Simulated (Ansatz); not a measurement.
# TiTe2 monolayer (1T): phonons and vibrational spectra, part 2 of 2

How does TiTe2 monolayer (1T) vibrate, and is this structure a minimum?

Ansatz 0.2.0; DFT LDA, scalar-relativistic, plane waves, PAW; PAW set soft_1.

So far: The structure; Relaxation.

## (3) Tight relaxation

Phonons need a cell at rest on their own settings, so the relaxation is repeated with tight tolerances on forces and stress, using the mesh and the filling of the phonon run that follows.

input.yaml

```yaml
crystal:
  lattice:
    - [3.6259977115, 0.0, 0.0]
    - [-1.8129988557, 3.1402061322, 0.0]
    - [0.0, 0.0, 30.424]
  atoms:
    - { symbol: Ti, position: [0.0, 0.0, 0.328687878] }
    - { symbol: Te, position: [0.3333333333, 0.6666666667, 0.3857894039] }
    - { symbol: Te, position: [0.6666666667, 0.3333333333, 0.2715863521] }
  periodic: [true, true, false]
kpoints:
  mp_grid: { grid: [18, 18, 1] }
hamiltonian:
  xc: lda
  pseudopotentials: { kind: paw, azcp: { folder: soft_1 }, xc_functional: pbe }
scf:
  occupations: { method: methfessel_paxton, width: 0.2 }
output:
  forces: true
  stress: true
  eigenvalues: true
relax:
  adjacent_minimum: "off"
  f_tol: 0.001
  max_steps: 60
  cell: { stress_2d_tol: 0.002 }
```

Launch:

```sh
$ ansatz run input.yaml --threads 4 --pin off --max-ram 16384MiB --backend cpu --events-out ev --progress --plain --runs-dir out
```

Numbers of over 12 decimals in the logs are rounded to 6 here.

What it wrote:

```text
[...]
Crystal: 3 atoms, lattice volume = 346.419 Å³
Basis set: ecut = 420 eV, 6653 PW (Γ)
Bands: 27, of which v1, the nominal top of the filled ones, is band 22 counted from 1 (21 counted from 0)
Symmetry: 12 space group operations
[...]
k-points: 37 of 324
[...]
--- Relaxed structure (4 steps of the walk, 4 accepted, 1 SCFs on fresh bases) ---
[...]
cell:  # Å, volume = 346.9816 Å³
    - [3.628940, -2.8891004476909077e-11, 0]
    - [-1.814470, 3.142754, 0]
    - [0, 0, 30.424]
  atoms:
    - { symbol: Ti, position: [0, 0, 0.328688] }
    - { symbol: Te, position: [0.333333, 0.666667, 0.385724] }
    - { symbol: Te, position: [0.666667, 0.333333, 0.271652] }
[key lines of the parts left out:]
SCF converged after 6 iterations
Free energy (F): -16106.787226 eV
Fermi energy:    -4.989014 eV
P = ½ c Tr σ = 0.0014 N/m
```

It took 29 s on 4 threads of Arm Neoverse V2, shared host; peak memory 0.77 GiB.

Little changed from the start: no atom moved by 0.005 Å and no cell edge by 0.1 %.

Numbers from this step:

- area per atom: 3.802 Å²

The largest force component left is 0.014 meV/Å, within the tolerances set.

## (4) Modes at Γ

The zone centre comes first: it holds the modes that light can see, as far as symmetry allows. No field response is asked, since the mesh shows no gap.

input.yaml, the sections that differ from step 3:

```yaml
crystal:
  lattice:
    - [3.6289399246, 0.0, 0.0]
    - [-1.8144699623, 3.1427541635, 0.0]
    - [0.0, 0.0, 30.424]
  atoms:
    - { symbol: Ti, position: [0.0, 0.0, 0.328687878] }
    - { symbol: Te, position: [0.3333333333, 0.6666666667, 0.3857238736] }
    - { symbol: Te, position: [0.6666666667, 0.3333333333, 0.2716518824] }
  periodic: [true, true, false]
output:
  eigenvalues: true
phonons:
  method: dfpt
# kpoints, hamiltonian, scf: as in step 3
# relax: removed
```

What it wrote:

```text
Warning: crystal.symmetry: narrowed to the stabiliser of the run's FFT grids — unitary ops 12 → 6. A phonons.method: dfpt run fills in the rows of the dynamical matrix that it does not solve by its symmetry operations, which is exact only for operations that map its FFT grids onto themselves: filled in by any other, the frequencies could depend on the order in which like atoms are typed, or, by more than the grids' own error, on where the crystal sits among the grids' points. Excluded: 6 operations. The run can therefore solve more perturbations, solve them on more k-points, or both, and cost more. [rest of the remark cut]
[...]
Crystal: 3 atoms, lattice volume = 346.982 Å³
Basis set: ecut = 420 eV, 6653 PW (Γ), exchange–correlation on 50×50×432 points (8 copies of the dense FFT grid, shifted against one another)
Bands: 27, of which v1, the nominal top of the filled ones, is band 22 counted from 1 (21 counted from 0)
Symmetry: 12 space group operations
k-points: 91 of 324 (irreducible under 2 space group operations, time reversal used)
[...]
SCF iter   1: F=—  HF=-16107.322127 eV  |F-HF|=—  |Δ(HF+E_count)|=         —  Δρ=1.38e-2  dr2=2.63e0  ethr=3.10e-3  ⟨swp⟩=13.9  Hψ=17804  notcnv=0
[...]
SCF iter  11: F=-16106.787213 eV  HF=-16106.787213 eV  |F-HF|=3.09e-11  |Δ(HF+E_count)|=   1.42e-9  S|Δr|=    0.00e0  Δρ=1.91e-8  dr2=1.82e-12  ethr=1.00e-12  ⟨swp⟩=15.6  Hψ=19153  notcnv=0
SCF 1 converged in 11 iterations: F = -16106.787213 eV  dr2 = 1.82e-12
[...]
DFPT response loops at Γ: preconditioner auto → none (partly filled bands, converged f_vac=0.749); β = 0.50; Broyden in place of MSR1
SCF converged after 11 iterations
[...]
Free energy (F): -16106.787213 eV
[...]
Internal energy: -16106.789223 eV  (E = F + TS)
E sigma→0 (E₀):  -16106.787716 eV
Entropy (-TS):   0.002009 eV (0.670 meV/atom)
Fermi energy:    -4.989030 eV
[...]
--- Band table (eV; the first three rows and the last of 91) ---
  k-point 0: bands = [... 18 lower, -6.3901, -6.3901, -4.6066, -4.5146, -4.5146, -3.5029, -3.5029, -1.2307, ... 1 higher]
  k-point 1: bands = [... 18 lower, -6.3832, -6.2511, -4.7332, -4.6166, -4.5794, -3.5818, -3.4408, -1.5019, ... 1 higher]
  k-point 2: bands = [... 18 lower, -6.3676, -6.1031, -5.2875, -4.8442, -4.6125, -3.6669, -3.3334, -2.0246, ... 1 higher]
  k-point 90: bands = [... 18 lower, -7.7510, -7.3980, -7.3572, -6.7006, -4.0914, -3.8108, -3.3937, -2.8674, ... 1 higher]
--- Phonons (Γ-DFPT): 6 representative perturbations + reference, on 91 of 324 k-points (Σ response iterations 30) ---
  ASR residual: 6.804e-5 → 0.000e0 eV/Å²; symmetrization residual: 7.178e-5 eV/Å²
  The last average, over the group as it would stand without the narrowing to the FFT grids, took up to 1.747e-5 eV/Å² of the zone centre's force constants
  ASR residual per site (eV/Å²): 3.95e-5 6.80e-5 3.34e-5
  Γ frequencies (cm⁻¹): 0.00 0.00 0.00 97.04 97.04 141.04 179.87 179.87 278.82
  non-analytic LO–TO correction: not included (Born effective charges unavailable; polar crystals: no LO–TO splitting at Γ)
```

It took 3.1 min on 4 threads; peak memory 2.6 GiB; 12 min of CPU time.

This step gave:

```yaml
sum_rule_residual_before_enforcement: 6.80e-5 eV/Å²
point_group: -3m
highest_optical_mode_at_the_zone_centre_no_lo_to_term: 278.8 cm⁻¹
lowest_optical_zone_centre_mode: 97.04 cm⁻¹
```

Patterns of degenerate modes are one choice out of their space. Modes at Γ, with each element's share of the kinetic energy:

| mode | frequency (cm⁻¹) | symmetry | Ti % | Te % |
| --- | --- | --- | --- | --- |
| 1 | 0.0 | acoustic | 16 | 84 |
| 2 | 0.0 | acoustic | 16 | 84 |
| 3 | 0.0 | acoustic | 16 | 84 |
| 4 | 97.0 | Eg | 0 | 100 |
| 5 | 97.0 | Eg | 0 | 100 |
| 6 | 141.0 | A1g | 0 | 100 |
| 7 | 179.9 | Eu | 84 | 16 |
| 8 | 179.9 | Eu | 84 | 16 |
| 9 | 278.8 | A2u | 84 | 16 |

Displacements in mode 4 (97.0 cm⁻¹), the largest set to 1:
```
Ti1  0.00  0.00  0.00
Te2 -0.05  1.00  0.00
Te3  0.05 -1.00  0.00
```

Displacements in mode 9 (278.8 cm⁻¹), the largest set to 1:
```
Ti1  0.00  0.00  1.00
Te2  0.00  0.00 -0.19
Te3  0.00  0.00 -0.19
```

Before it was imposed, the acoustic sum rule was missed by 6.8e-5 eV/Å². Small misses are needed for a sound result but don't prove that mesh and cutoff are converged. The lowest optical mode is real, 97.0 cm⁻¹.

## (5) The dispersion

Stability and thermal properties need the whole zone. Linear response on a 4×4×1 q mesh gives force constants as far as a supercell of that size would.

Edit input.yaml of step 4 so:

```diff
@@ -11,3 +11,3 @@
 kpoints:
-  mp_grid: { grid: [18, 18, 1] }
+  mp_grid: { grid: [20, 20, 1] }
 hamiltonian:
@@ -21 +21,10 @@
   method: dfpt
+  qmesh: [4, 4, 1]
+  temperatures: { t_max: 1000, t_step: 50 }
+  qpath:
+    path:
+      - [0.0, 0.0, 0.0]
+      - [0.5, 0.0, 0.0]
+      - [0.33333333, 0.33333333, 0.0]
+      - [0.0, 0.0, 0.0]
+    npoints: 10
```

What it wrote:

```text
[...]
Crystal: 3 atoms, lattice volume = 346.982 Å³
Basis set: ecut = 420 eV, 6653 PW (Γ), exchange–correlation on 50×50×432 points (8 copies of the dense FFT grid, shifted against one another)
Bands: 27, of which v1, the nominal top of the filled ones, is band 22 counted from 1 (21 counted from 0)
Symmetry: 12 space group operations
k-points: 44 of 400 (irreducible under 6 space group operations, time reversal used)
[...]
SCF iter   1: F=—  HF=-16107.322349 eV  |F-HF|=—  |Δ(HF+E_count)|=         —  Δρ=1.38e-2  dr2=2.63e0  ethr=3.10e-3  ⟨swp⟩=14.1  Hψ=8588  notcnv=0
[...]
SCF iter  11: F=-16106.786614 eV  HF=-16106.786614 eV  |F-HF|=6.55e-11  |Δ(HF+E_count)|=   1.08e-9  S|Δr|=    0.00e0  Δρ=1.57e-8  dr2=7.61e-13  ethr=1.00e-12  ⟨swp⟩=15.5  Hψ=9122  notcnv=0
SCF 1 converged in 11 iterations: F = -16106.786614 eV  dr2 = 7.61e-13
[...]
phonons: the bands overlap, so this run is a metal and interpolates without the dipole-dipole term. If the crystal is really an insulator or semiconductor, its LO-TO splitting is missing
NSCF: frozen V_eff on 44 k-points
[...]
DFPT response loops at q = (0, 0, 0) (fractional): preconditioner auto → none (partly filled bands, converged f_vac=0.749); β = 0.50; Broyden in place of MSR1
[...]
SCF converged after 11 iterations
[...]
Free energy (F): -16106.786614 eV
[...]
Internal energy: -16106.786727 eV  (E = F + TS)
E sigma→0 (E₀):  -16106.786642 eV
Entropy (-TS):   0.000113 eV (0.038 meV/atom)
Fermi energy:    -4.990345 eV
[...]
--- Band table (eV; the first three rows and the last of 44) ---
  k-point 0: bands = [... 18 lower, -6.3906, -6.3906, -4.6070, -4.5149, -4.5149, -3.5038, -3.5038, -1.2312, ... 1 higher]
  k-point 1: bands = [... 18 lower, -6.3849, -6.2698, -4.7006, -4.5990, -4.5754, -3.5708, -3.4520, -1.4565, ... 1 higher]
  k-point 2: bands = [... 18 lower, -6.3712, -6.1256, -5.1511, -4.7949, -4.6050, -3.6574, -3.3534, -1.9196, ... 1 higher]
  k-point 43: bands = [... 18 lower, -8.7394, -7.8926, -7.0154, -7.0134, -3.8592, -3.6789, -3.6533, -2.4642, ... 1 higher]
--- Phonons (Γ-DFPT): 6 representative perturbations + reference (Σ response iterations 27) ---
  ASR residual: 4.223e-5 → 0.000e0 eV/Å²; symmetrization residual: 1.696e-5 eV/Å²
[...]
ASR residual per site (eV/Å²): 4.09e-5 4.17e-5 4.22e-5
  Γ frequencies (cm⁻¹): 0.00 0.00 0.00 96.98 96.98 140.91 180.93 180.93 278.59
--- Phonons (arbitrary-q DFPT): 4 irreducible q on the 4×4×1 mesh ---
  q = [0.0000, 0.0000, 0.0000] (star 1, of the zone-centre solve; hermiticity 2.95e-6, symmetrization 1.59e-12, taken by the last average 2.94e-7): -0.00 -0.00 0.00 96.98 96.98 140.91 180.93 180.93 278.59
  q = [0.0000, 0.2500, 0.0000] (star 6, 9 solved perturbations on 210 of 400 k-point pairs; hermiticity 8.86e-6, symmetrization 1.04e-9, taken by the last average 3.18e-7): 38.18 54.43 83.08 101.17 115.26 129.41 164.12 220.35 268.25
[...]
q = [0.2500, 0.2500, 0.0000] (star 6, 6 solved perturbations in 1830 linear systems a pass and spin channel, the states on 400 of 400 k-point pairs; hermiticity 5.87e-6, symmetrization 4.85e-10, taken by the last average 7.13e-7): 71.37 87.11 97.16 119.17 123.22 135.49 216.53 247.18 253.06
  sum rule: each row above includes the acoustic sum rule's correction from the zone centre's row sums; it moved no ω² by more than (0.48 cm⁻¹)²
  mesh force constants: q→R imaginary residual 4.96e-18; ASR residual 4.223e-5 → 0.000e0 eV/Å²; symmetrization residual 7.994e-15 eV/Å²
  interpolated dispersion: 31 rows × 9 modes
  density of states and harmonic sums: on the 20×20×1 q-mesh, interpolated from the force constants of a 4×4×1 supercell (no non-analytic term)
  largest difference from the sums on the solved wave vectors: F 5.65e-2 eV, S 7.20e-5 and C_V 1.55e-5 eV/K
  zero-point energy: 0.076923 eV/cell   skipped modes (ω ≤ 0): 3   left out of the sums: 8.33e-4 of the cell's modes: C_V's classical limit lies that fraction below 3 k_B per atom; for a crystal, a wire or a layer, F and S can be off by more, and a phonons.interpolated_qmesh denser along its periods is the remedy for the sampling
```

Run time: 23 min. Hardware: 4 threads; peak memory 7 GiB; 90 min of CPU time.

This step gave:

| Quantity | Value |
| --- | --- |
| sum-rule residual before enforcement | 4.22e-5 eV/Å² |
| lowest frequency on the path | 0 cm⁻¹ |
| highest frequency on the path or at a solved wavevector | 278.6 cm⁻¹ |
| mean frequency | 138 cm⁻¹ |
| highest optical mode at the zone centre (no LO-TO term) | 278.6 cm⁻¹ |
| lowest optical zone-centre mode | 96.98 cm⁻¹ |
| lowest mode on the q mesh (acoustic modes at Γ apart) | 38.18 cm⁻¹ |
| zero-point energy per atom | 25.64 meV |
| heat capacity at 300 K | 23.84 J/(mol atoms K) |
| vibrational entropy at 300 K | 39.36 J/(mol atoms K) |

Frequencies (cm⁻¹) solved at each irreducible wavevector; negative means imaginary. Frequencies by wavevector, by row:

| q in reciprocal lattice units | star | mode 1 | mode 2 | mode 3 | mode 4 | mode 5 | mode 6 | mode 7 | mode 8 | mode 9 |
| --- | --- | --- | --- | --- | --- | --- | --- | --- | --- | --- |
| 0 0 0 | 1 | 0 | 0 | 0 | 97 | 97 | 140.9 | 180.9 | 180.9 | 278.6 |
| 0 0.25 0 | 6 | 38.2 | 54.4 | 83.1 | 101.2 | 115.3 | 129.4 | 164.1 | 220.3 | 268.2 |
| 0 -0.5 0 | 3 | 79.9 | 82 | 86.2 | 102.6 | 107.8 | 125.2 | 141.5 | 226.2 | 265.4 |
| 0.25 0.25 0 | 6 | 71.4 | 87.1 | 97.2 | 119.2 | 123.2 | 135.5 | 216.5 | 247.2 | 253.1 |

Interpolated from a 4×4×1 q mesh. The phonon branches at the labelled points (cm⁻¹):

| point | branch 1 | branch 2 | branch 3 | branch 4 | branch 5 | branch 6 | branch 7 | branch 8 | branch 9 |
| --- | --- | --- | --- | --- | --- | --- | --- | --- | --- |
| Γ | 0 | 0 | 0 | 97 | 97 | 141 | 181 | 181 | 279 |
| halfway | 38 | 54 | 83 | 101 | 115 | 129 | 164 | 220 | 268 |
| M | 80 | 82 | 86 | 103 | 108 | 125 | 142 | 226 | 265 |
| halfway | 80 | 90 | 102 | 118 | 120 | 138 | 196 | 226 | 271 |
| K | 83 | 99 | 99 | 124 | 124 | 140 | 226 | 265 | 265 |
| halfway | 45 | 65 | 84 | 107 | 118 | 127 | 187 | 222 | 263 |
| Γ | 0 | 0 | 0 | 97 | 97 | 141 | 181 | 181 | 279 |

The phonon branches as a text plot (rows in cm⁻¹):

```
    273 |***********            *********  **         ***********
    261 |           ************        ***  **   ****
    250 |                             **   *******
    238 |             **             *            **
    226 |           **  ***********************     **
    215 |       ****                *          ***    ***
    203 |     **                                         **
    192 |   **                     *              ****     **
    180 |*******                  *                   ***********
    168 |       ****
    157 |           **          **
    145 |*                ******     ********                   *
    133 | ****************     ******        *******     *******
    122 |           ***********   ***********************
    110 |     ******      *********               *********
     99 |*****************************************    ***********
     87 |         ****    *********** *****  *********
     75 |       **      ****** *******     ****   **  ***
     64 |     **    ****                       ***  **   **
     52 |       ******                            **  *******
     41 |   ****  **                                **
     29 |   **  **                                    ***  *****
     17 | **  **                                         **  ***
      6 |*****                                             ******
         Γ                   M           K                      Γ
```

Tetrahedra on a 20×20×1 mesh, mean over bins of 5 cm-1. Interpolated from a 4×4×1 q mesh. Table of phonon density of states by wavenumber; read off at these points:

```csv
wavenumber (cm⁻¹),phonon density of states (1/cm⁻¹/cell)
2,0.00264
18,0.00825
28,0.0108
42,0.0169
52,0.0251
68,0.0394
78,0.0690
82,0.0529
92,0.0564
102,0.110
108,0.0444
122,0.123
132,0.0744
148,0.00833
158,0.00876
172,0.0155
188,0.0135
198,0.0117
212,0.0140
228,0.0571
238,0.0160
252,0.00899
262,0.0657
278,0.0182
```

The partial phonon density of states has structure finer than the step of the table below, so its rows give means over 10 cm⁻¹, whole bins alone (the curve runs from -10 to 297 cm⁻¹). Peaks (cm⁻¹: height): Te 100.0: 0.117, 121.3: 0.113; Ti 80.7: 0.0141, 179.2: 0.0270, 190.8: 0.0240, 229.4: 0.0476, 264.1: 0.0564.

Phonopy on the run's constants, 19x19x1 mesh, Gaussian sigma 2.2 cm-1. Interpolated from a 4×4×1 q mesh. The partial phonon density of states by wavenumber; means over each step; values in 1/cm⁻¹/cell:

```
wavenumber (cm⁻¹)       Te       Ti
                0  0.00171   3.2e-4
               10  0.00487   9.1e-4
               20  0.00792  0.00147
               30  0.00932  0.00174
               40   0.0137  0.00254
               50   0.0187  0.00360
               60   0.0272  0.00574
               70   0.0350  0.00818
               80   0.0484   0.0122
               90   0.0449  0.00806
              100   0.0896  0.00775
              110   0.0493  0.00186
              120   0.0876  0.00282
              130   0.0744  0.00429
              140   0.0359  0.00191
              150  0.00336  0.00356
              160  0.00420  0.00792
              170  0.00266  0.00989
              180  0.00371   0.0187
              190  0.00405   0.0159
              200  0.00168  0.00651
              210  0.00246   0.0102
              220  0.00410   0.0184
              230  0.00879   0.0406
              240  0.00220   0.0115
              250  0.00146  0.00939
              260  0.00566   0.0370
              270  0.00573   0.0388
              280  0.00151  0.00818
              290   1.4e-6   1.0e-5
```

Harmonic thermodynamic functions per atom, from the density of states. Interpolated from a 4×4×1 q mesh. Thermodynamic functions, by row:

| T (K) | F_vib (meV/atom) | S (J/mol-atom/K) | C_V (J/mol-atom/K) |
| --- | --- | --- | --- |
| 0 | 25.64 | 0 | 0 |
| 100 | 18.95 | 15.64 | 17.89 |
| 200 | -5.23 | 29.91 | 22.63 |
| 300 | -41.42 | 39.36 | 23.84 |
| 400 | -85.97 | 46.29 | 24.3 |
| 500 | -136.9 | 51.74 | 24.52 |
| 600 | -192.9 | 56.22 | 24.64 |
| 700 | -253.2 | 60.03 | 24.72 |
| 800 | -317.1 | 63.33 | 24.76 |
| 900 | -384.3 | 66.25 | 24.8 |
| 1000 | -454.4 | 68.86 | 24.82 |

Symmetry leaves 4 wavevectors to solve. The lowest mode among them, the acoustic zeros apart, lies at q = (0, 0.25, 0) and is real, 38.2 cm⁻¹.

## (6) Another isotope, element Te, natural mass 127.6 amu

An isotope changes the mass and not the force constants, so no new electronic calculation is needed; the shifts show which modes move this element.

The same force constants with the mass of Te changed from 127.600 to 129.906 u (phonopy, no LO-TO term). Both lists are sorted by frequency; levels can cross, so a row need not hold one and the same mode. Modes under 3 cm⁻¹ are left out. Isotope shifts, by row:

```csv
q,rank,natural mass (cm⁻¹),changed mass (cm⁻¹)
0 0 0,4,96.98,96.12
0 0 0,5,96.98,96.12
0 0 0,6,140.9,139.7
0 0 0,7,180.9,180.7
0 0 0,8,180.9,180.7
0 0 0,9,278.6,278.2
0 0.25 0,1,38.18,37.89
0 0.25 0,2,54.43,54.03
0 0.25 0,3,83.08,82.45
0 0.25 0,4,101.2,100.3
0 0.25 0,5,115.3,114.2
0 0.25 0,6,129.4,128.3
0 0.25 0,7,164.1,163.8
0 0.25 0,8,220.3,220
0 0.25 0,9,268.2,267.9
0 -0.5 0,1,79.92,79.91
0 -0.5 0,2,82.02,81.4
0 -0.5 0,3,86.22,85.46
0 -0.5 0,4,102.6,101.8
0 -0.5 0,5,107.8,106.8
0 -0.5 0,6,125.2,124
0 -0.5 0,7,141.5,140.3
0 -0.5 0,8,226.2,225.8
0 -0.5 0,9,265.4,265.2
0.25 0.25 0,1,71.37,70.84
0.25 0.25 0,2,87.11,86.46
0.25 0.25 0,3,97.16,96.39
0.25 0.25 0,4,119.2,118.1
0.25 0.25 0,5,123.2,122.1
0.25 0.25 0,6,135.5,134.3
0.25 0.25 0,7,216.5,216.2
0.25 0.25 0,8,247.2,246.9
0.25 0.25 0,9,253.1,252.8
```

A mode of this element alone would shift by -0.89 %. The highest zone-centre frequency without the field goes from 278.6 to 278.2 cm⁻¹ (-0.1 %). The product of the frequency ratios over all optical modes at Γ is 0.970; the product rule, (m/m′)^(3k/2) (M′/M)^(3/2) with k = 2 such atoms and M the mass of the cell, gives 0.969.

## (7) Another isotope, element Ti, natural mass 47.867 amu

The same for Ti, from 47.87 to 49.94 u.

A mode of this element alone would shift by -2.10 %. The highest zone-centre frequency without the field goes from 278.6 to 273.7 cm⁻¹ (-1.8 %). The product of the frequency ratios over all optical modes at Γ is 0.948; the product rule, (m/m′)^(3k/2) (M′/M)^(3/2) with k = 1 such atoms and M the mass of the cell, gives 0.948.

## (8) Outcome

```
space group after relaxation (within 0.01 Å)            : P-3m1
area per atom                                           : 3.80 Å²
electronic character                                    : no gap on this mesh
highest optical mode at the zone centre (no LO-TO term) : 279 cm⁻¹
lowest optical zone-centre mode                         : 97.0 cm⁻¹
lowest mode on the q mesh (acoustic modes at Γ apart)   : 38.2 cm⁻¹
highest frequency on the path or at a solved wavevector : 279 cm⁻¹
zero-point energy per atom                              : 25.6 meV
heat capacity at 300 K                                  : 23.8 J/(mol atoms K)
vibrational entropy at 300 K                            : 39.4 J/(mol atoms K)
imaginary modes on the 4×4×1 q mesh                     : none
```

**Reading.** The structure is a minimum as far as tested: no mode is imaginary at the 4 irreducible wavevectors of the 4×4×1 mesh, and the softest away from the acoustic zeros lies at 38 cm⁻¹. The optical modes at Γ span 97 to 279 cm⁻¹. The highest mode in this list at Γ, 278.8 cm⁻¹, is mostly motion of Ti (84 % of the kinetic energy). With no gap, or one that is small against the smearing, the frequencies hang on the k mesh and the smearing, most of all near Kohn anomalies. In a sheet or slab the interpolated bending branch near Γ is rough, since the rotational sum rule isn't imposed. Spin-orbit coupling is left out, which can matter for the heavy elements here. The PAW files were made for PBE and serve the other functionals too. The starting cell was built on a prototype and not taken from a measurement. These are harmonic frequencies at zero temperature: anharmonic shifts, linewidths and thermal expansion are left out.

[Logs are printed without paths, hosts, clocks, repeated set-up lines and the standing remarks that a program may print on its own settings, such as how far it seeks lower states.]

[Hosts, paths, dates, database ids (printed as entryN), source tags and the programs' standing remarks are cut or masked in the printed files.]
